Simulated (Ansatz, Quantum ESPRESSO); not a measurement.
**Aluminum (Fm-3m): phonons and their coupling to the electrons**

Wanted: the coupling constant λ of Aluminum (Fm-3m) at ambient pressure.

Program: Quantum ESPRESSO 7.5. Level of theory: DFT PBE, scalar-relativistic, plane waves, PseudoDojo norm-conserving pseudopotentials. Results are calculated unless marked as measured.

### 1. The starting structure

Symmetry: Fm-3m, No. 225, cubic system. Conventional cell: a = 4.050 Å, b = 4.050 Å, c = 4.050 Å, α = 90.00°, β = 90.00°, γ = 90.00°. Al has 12 Al at 2.86 Å nearest.

### 2. A first look

A cheap run with smearing and empty bands tells whether the crystal has a gap, which decides between fixed occupations and smearing later on.

File probe.in:

```
&control
   calculation = 'scf'
   prefix = 'x'
   outdir = './tmp'
   pseudo_dir = './pseudo'
   tprnfor = .true.
   tstress = .true.
   verbosity = 'high'
/
&system
   ibrav = 0
   nat = 1
   ntyp = 1
   ecutwfc = 32.0
   occupations = 'smearing'
   smearing = 'gaussian'
   degauss = 0.01
/
&electrons
   conv_thr = 1.0d-07
   mixing_beta = 0.7
   electron_maxstep = 100
/
ATOMIC_SPECIES
 Al     26.9815  Al.upf
CELL_PARAMETERS angstrom
     0.000000000    2.024805000    2.024805000
     2.024805000    0.000000000    2.024805000
     2.024805000    2.024805000    0.000000000
ATOMIC_POSITIONS crystal
 Al     0.000000000   0.000000000   0.000000000
K_POINTS automatic
 8 8 8 0 0 0
```

Run with:

```console
OMP_NUM_THREADS=1 mpirun -n 4 pw.x -nk 4 -in probe.in > probe.out
```

The program printed:

```text
[banners, grids, parts of the stress and lines that vanish by symmetry left out]
Program PWSCF v.7.5
     Message from routine setup:
     using ibrav=0 with symmetry is DISCOURAGED, use correct ibrav instead
[...]
kinetic-energy cutoff     =      32.0000  Ry
     charge density cutoff     =     128.0000  Ry
     scf convergence threshold =      1.0E-07
[...]
Exchange-correlation= PBE
                           (   1   4   3   4   0   0   0)
[...]
48 Sym. Ops., with inversion, found
[...]
(     0          1          0      )
                  (     0          0          1      )
[...]
( -0.0000000  1.0000000  0.0000000 )
                  ( -0.0000000  0.0000000  1.0000000 )
[...]
(     1          0         -1      )
                  (     0          0         -1      )
[...]
(  1.0000000 -0.0000000 -0.0000000 )
                  (  0.0000000 -1.0000000 -0.0000000 )
[...]
(    -1          1          0      )
                  (     0          1         -1      )
[...]
( -1.0000000  0.0000000 -0.0000000 )
                  ( -0.0000000  1.0000000 -0.0000000 )
[...]
number of k points=    29  Gaussian smearing, width (Ry)=  0.0100
[...]
End of self-consistent calculation
[...]
the Fermi energy is     7.8995 ev
!    total energy              =      -4.63470311 Ry
[...]
convergence has been achieved in   4 iterations
[...]
atom    1 type  1   force =     0.00000000    0.00000000    0.00000000
[...]
Total force =     0.000000     Total SCF correction =     0.000000
[...]
total   stress  (Ry/bohr**3)                   (kbar)     P=       -8.56
[...]
XML data file, charge density, pseudopotentials, collected wavefunctions

   JOB DONE.
```

It took 1.1 s on 4 MPI ranks of Arm Neoverse N1, shared host.

Read from the output:

- volume per atom: 16.60 Å³
- pressure: -0.8560 GPa
- gap on the k-mesh: 0 eV

No gap opens on this mesh, so smearing is kept; the start stands at -0.86 GPa.

### 3. Relaxing the cell and atoms

The harmonic expansion starts where the forces on the atoms vanish, and stress shifts the frequencies, so cell and atoms are relaxed with tight thresholds.

File relax.in:

```
&control
   calculation = 'vc-relax'
   prefix = 'x'
   outdir = './tmp'
   pseudo_dir = './pseudo'
   tprnfor = .true.
   tstress = .true.
   forc_conv_thr = 2.0d-05
   etot_conv_thr = 1.0d-07
   nstep = 40
/
&system
   ibrav = 0
   nat = 1
   ntyp = 1
   ecutwfc = 32.0
   occupations = 'smearing'
   smearing = 'mv'
   degauss = 0.02
/
&electrons
   conv_thr = 1.0d-11
   mixing_beta = 0.7
   electron_maxstep = 100
/
&ions
/
&cell
   press_conv_thr = 0.2
/
ATOMIC_SPECIES
 Al     26.9815  Al.upf
CELL_PARAMETERS angstrom
     0.000000000    2.024805000    2.024805000
     2.024805000    0.000000000    2.024805000
     2.024805000    2.024805000    0.000000000
ATOMIC_POSITIONS crystal
 Al     0.000000000   0.000000000   0.000000000
K_POINTS automatic
 16 16 16 0 0 0
```

Run with:

```console
OMP_NUM_THREADS=1 mpirun -n 4 pw.x -nk 4 -in relax.in > relax.out
```

The program printed:

```text
[banners, grids, parts of the stress and lines that vanish by symmetry left out]
[banner, memory and clock lines left out]
Program PWSCF v.7.5

[...]
kinetic-energy cutoff     =      32.0000  Ry
     charge density cutoff     =     128.0000  Ry
     scf convergence threshold =      1.0E-11
[...]
energy convergence thresh.=      1.0E-07
     force convergence thresh. =      2.0E-05
     press convergence thresh. =      2.0E-01
     Exchange-correlation= PBE
                           (   1   4   3   4   0   0   0)
[...]
48 Sym. Ops., with inversion, found
[...]
number of k points=   145  Marzari-Vanderbilt smearing, width (Ry)=  0.0200
[...]
c_bands:  1 eigenvalues not converged
[...]
End of self-consistent calculation
[...]
the Fermi energy is     7.9027 ev
!    total energy              =      -4.63532235 Ry
[...]
convergence has been achieved in   6 iterations
[...]
atom    1 type  1   force =     0.00000000    0.00000000    0.00000000
     Total force =     0.000000     Total SCF correction =     0.000000
[...]
total   stress  (Ry/bohr**3)                   (kbar)     P=       -9.49
[...]
number of bfgs steps    =   0
[...]
CELL_PARAMETERS (angstrom)
[...]
ATOMIC_POSITIONS (crystal)
Al               0.0000000000        0.0000000000        0.0000000000
[...]
New effective cutoffs (rho, wfc):  126.47   32.10
[...]
c_bands:  1 eigenvalues not converged
[...]
End of self-consistent calculation
[...]
the Fermi energy is     7.9530 ev
!    total energy              =      -4.63535052 Ry
[...]
convergence has been achieved in   3 iterations
[...]
atom    1 type  1   force =     0.00000000    0.00000000    0.00000000
     Total force =     0.000000     Total SCF correction =     0.000000
[...]
total   stress  (Ry/bohr**3)                   (kbar)     P=       -5.79
[...]
number of bfgs steps    =   1
[...]
CELL_PARAMETERS (angstrom)
[...]
ATOMIC_POSITIONS (crystal)
Al               0.0000000000        0.0000000000        0.0000000000
[...]
New effective cutoffs (rho, wfc):  127.08   32.26
[...]
End of self-consistent calculation
[...]
the Fermi energy is     8.0290 ev
!    total energy              =      -4.63536673 Ry
[...]
convergence has been achieved in   4 iterations
[...]
atom    1 type  1   force =     0.00000000    0.00000000    0.00000000
     Total force =     0.000000     Total SCF correction =     0.000000
[...]
total   stress  (Ry/bohr**3)                   (kbar)     P=       -0.07
[...]
number of bfgs steps    =   2
[...]
small trust_radius: resetting bfgs history
[...]
CELL_PARAMETERS (angstrom)
[...]
ATOMIC_POSITIONS (crystal)
Al               0.0000000000        0.0000000000        0.0000000000
[...]
New effective cutoffs (rho, wfc):  127.09   32.26
[...]
End of self-consistent calculation
[...]
the Fermi energy is     8.0294 ev
!    total energy              =      -4.63536673 Ry
[...]
convergence has been achieved in   2 iterations
[...]
atom    1 type  1   force =     0.00000000    0.00000000    0.00000000
     Total force =     0.000000     Total SCF correction =     0.000000
[...]
total   stress  (Ry/bohr**3)                   (kbar)     P=       -0.04
[...]
bfgs converged in   4 scf cycles and   3 bfgs steps
[...]
End of BFGS Geometry Optimization
     Final enthalpy           =      -4.6353667327 Ry
     File ./tmp/x.bfgs deleted, as requested
[...]
CELL_PARAMETERS (angstrom)
[...]
ATOMIC_POSITIONS (crystal)
Al               0.0000000000        0.0000000000        0.0000000000
[...]
Final scf calculation at the relaxed structure.
[...]
kinetic-energy cutoff     =      32.0000  Ry
     charge density cutoff     =     128.0000  Ry
     scf convergence threshold =      1.0E-13
[...]
press convergence thresh. =      2.0E-01
     Exchange-correlation= PBE
                           (   1   4   3   4   0   0   0)
[...]
48 Sym. Ops., with inversion, found
[...]
number of k points=   145  Marzari-Vanderbilt smearing, width (Ry)=  0.0200
[...]
c_bands:  3 eigenvalues not converged
     c_bands:  2 eigenvalues not converged
[...]
c_bands:  2 eigenvalues not converged
[...]
c_bands:  1 eigenvalues not converged
[...]
End of self-consistent calculation
[...]
the Fermi energy is     8.0296 ev
!    total energy              =      -4.63533815 Ry
[...]
convergence has been achieved in   8 iterations
[...]
atom    1 type  1   force =     0.00000000    0.00000000    0.00000000
     Total force =     0.000000     Total SCF correction =     0.000000
[...]
total   stress  (Ry/bohr**3)                   (kbar)     P=       -0.21
[...]
XML data file, charge density, pseudopotentials, collected wavefunctions
```

The job ended after 5.3 s (4 MPI ranks).

Relaxation path:

```csv
step,energy less that of the first step (eV),largest force (eV/Å),pressure (GPa),volume (Å³)
1,0.0000,0.0000,-0.95,16.60
2,-0.0004,0.0000,-0.58,16.52
3,-0.0006,0.0000,-0.01,16.40
4,-0.0006,0.0000,0.00,16.40
5,-0.0002,0.0000,-0.02,16.40
```

```csv
"conventional cell, symmetrised",before,after,change
a (Å),4.050,4.033,-0.4 %
b (Å),4.050,4.033,-0.4 %
c (Å),4.050,4.033,-0.4 %
volume (Å³/atom),16.60,16.40,-1.2 %
```

The relaxed structure:

```
CELL_PARAMETERS angstrom
0.00000 2.01661 2.01661
2.01661 0.00000 2.01661
2.01661 2.01661 0.00000
ATOMIC_POSITIONS crystal
Al 0.00000 0.00000 0.00000
```

The last row of the table of steps is pw.x's closing run on a basis chosen anew for the final cell, so its energy can jump.

This step gave:

- volume per atom: 16.40 Å³
- pressure: -0.021 GPa

The volume changes by -1.2 % from the cell with which this run began.

### 4. Self-consistent run for the response

The response is built on this ground state, so it is converged far tighter than an energy would need. Smearing stays on, as the first look found no gap above 0.3 eV.

File scf.in:

```
&control
   calculation = 'scf'
   prefix = 'x'
   outdir = './tmp'
   pseudo_dir = './pseudo'
   tprnfor = .true.
   tstress = .true.
/
&system
   ibrav = 0
   nat = 1
   ntyp = 1
   ecutwfc = 32.0
   occupations = 'smearing'
   smearing = 'mv'
   degauss = 0.02
/
&electrons
   conv_thr = 1.0d-12
   mixing_beta = 0.7
   electron_maxstep = 100
/
ATOMIC_SPECIES
 Al     26.9815  Al.upf
CELL_PARAMETERS angstrom
     0.000000000    2.016614069    2.016614069
     2.016614069    0.000000000    2.016614069
     2.016614069    2.016614069    0.000000000
ATOMIC_POSITIONS crystal
 Al     0.000000000   0.000000000   0.000000000
K_POINTS automatic
 16 16 16 0 0 0
```

Run with:

```console
OMP_NUM_THREADS=1 mpirun -n 4 pw.x -nk 4 -in scf.in > scf.out
```

The program printed:

```text
[banners, grids, parts of the stress and lines that vanish by symmetry left out]
[banner, memory and clock lines left out]
Program PWSCF v.7.5

[...]
kinetic-energy cutoff     =      32.0000  Ry
     charge density cutoff     =     128.0000  Ry
     scf convergence threshold =      1.0E-12
[...]
Exchange-correlation= PBE
                           (   1   4   3   4   0   0   0)
[...]
48 Sym. Ops., with inversion, found
[...]
number of k points=   145  Marzari-Vanderbilt smearing, width (Ry)=  0.0200
[...]
End of self-consistent calculation
[...]
the Fermi energy is     8.0296 ev
!    total energy              =      -4.63533815 Ry
[...]
convergence has been achieved in   6 iterations
[...]
atom    1 type  1   force =     0.00000000    0.00000000    0.00000000
     Total force =     0.000000     Total SCF correction =     0.000000
[...]
total   stress  (Ry/bohr**3)                   (kbar)     P=       -0.21
[...]
XML data file, charge density, pseudopotentials, collected wavefunctions
```

Run time: 1.9 s. Hardware: 4 MPI ranks.

The cell stands at -0.021 GPa, close enough for phonons.

### 5. Levels on a dense mesh

The coupling is a sum over pairs of states at the Fermi level and needs a much denser mesh than the density does.

scf_fit.in, as its differences from scf.in of step 4:

```diff
@@ -16,5 +16,6 @@
    degauss = 0.02
+   la2F = .true.
 /
 &electrons
-   conv_thr = 1.0d-12
+   conv_thr = 1.0d-10
    mixing_beta = 0.7
@@ -31,2 +32,2 @@
 K_POINTS automatic
- 16 16 16 0 0 0
+ 32 32 32 0 0 0
```

Run with:

```console
OMP_NUM_THREADS=1 mpirun -n 4 pw.x -nk 4 -in scf_fit.in > scf_fit.out
```

The program printed:

```text
[banners, grids, parts of the stress and lines that vanish by symmetry left out]
[banner, memory and clock lines left out]
Program PWSCF v.7.5

[...]
kinetic-energy cutoff     =      32.0000  Ry
     charge density cutoff     =     128.0000  Ry
     scf convergence threshold =      1.0E-10
[...]
Exchange-correlation= PBE
                           (   1   4   3   4   0   0   0)
[...]
48 Sym. Ops., with inversion, found
[...]
number of k points=   897  Marzari-Vanderbilt smearing, width (Ry)=  0.0200
[...]
c_bands:  1 eigenvalues not converged
     c_bands:  1 eigenvalues not converged
[...]
c_bands:  1 eigenvalues not converged
     c_bands:  1 eigenvalues not converged
     c_bands:  1 eigenvalues not converged
     c_bands:  1 eigenvalues not converged
[...]
c_bands:  1 eigenvalues not converged
[...]
End of self-consistent calculation
[...]
the Fermi energy is     7.9966 ev
!    total energy              =      -4.63496726 Ry
[...]
convergence has been achieved in   5 iterations
[...]
atom    1 type  1   force =     0.00000000    0.00000000    0.00000000
     Total force =     0.000000     Total SCF correction =     0.000000
[...]
total   stress  (Ry/bohr**3)                   (kbar)     P=       -0.38
[...]
XML data file, charge density, pseudopotentials, collected wavefunctions
```

The job ended after 6.9 s (4 MPI ranks; 27 s of CPU time).

This step gave:

| Quantity | Value |
| --- | --- |
| pressure | -0.038 GPa |

### 6. Ground state

The run on the dense mesh left its levels for the electron-phonon sums; ph.x needs the ground state on the coarse mesh, so pw.x runs once more in the same folder.

scf.in is that of step 4.

Run with:

```console
OMP_NUM_THREADS=1 mpirun -n 4 pw.x -nk 4 -in scf.in > scf.out
```

The program printed:

```text
[banners, grids, parts of the stress and lines that vanish by symmetry left out]
[banner, memory and clock lines left out]
Program PWSCF v.7.5

[...]
kinetic-energy cutoff     =      32.0000  Ry
     charge density cutoff     =     128.0000  Ry
     scf convergence threshold =      1.0E-12
[...]
Exchange-correlation= PBE
                           (   1   4   3   4   0   0   0)
[...]
48 Sym. Ops., with inversion, found
[...]
number of k points=   145  Marzari-Vanderbilt smearing, width (Ry)=  0.0200
[...]
End of self-consistent calculation
[...]
the Fermi energy is     8.0296 ev
!    total energy              =      -4.63533815 Ry
[...]
convergence has been achieved in   6 iterations
[...]
atom    1 type  1   force =     0.00000000    0.00000000    0.00000000
     Total force =     0.000000     Total SCF correction =     0.000000
[...]
total   stress  (Ry/bohr**3)                   (kbar)     P=       -0.21
[...]
XML data file, charge density, pseudopotentials, collected wavefunctions
```

Run time: 1.9 s. Hardware: 4 MPI ranks; 7.4 s of CPU time.

This step gave:

| Quantity | Value |
| --- | --- |
| pressure | -0.021 GPa |

[end of part 1 of 4]

[Host names and launcher messages were left out of these logs when they were recorded.]

[Logs are printed without paths, hosts, clocks, repeated set-up lines and the standing remarks that a program may print on its own settings, such as how far it seeks lower states.]

[Hosts, paths, dates, database ids (printed as entryN), source tags and the programs' standing remarks are cut or masked in the printed files.]
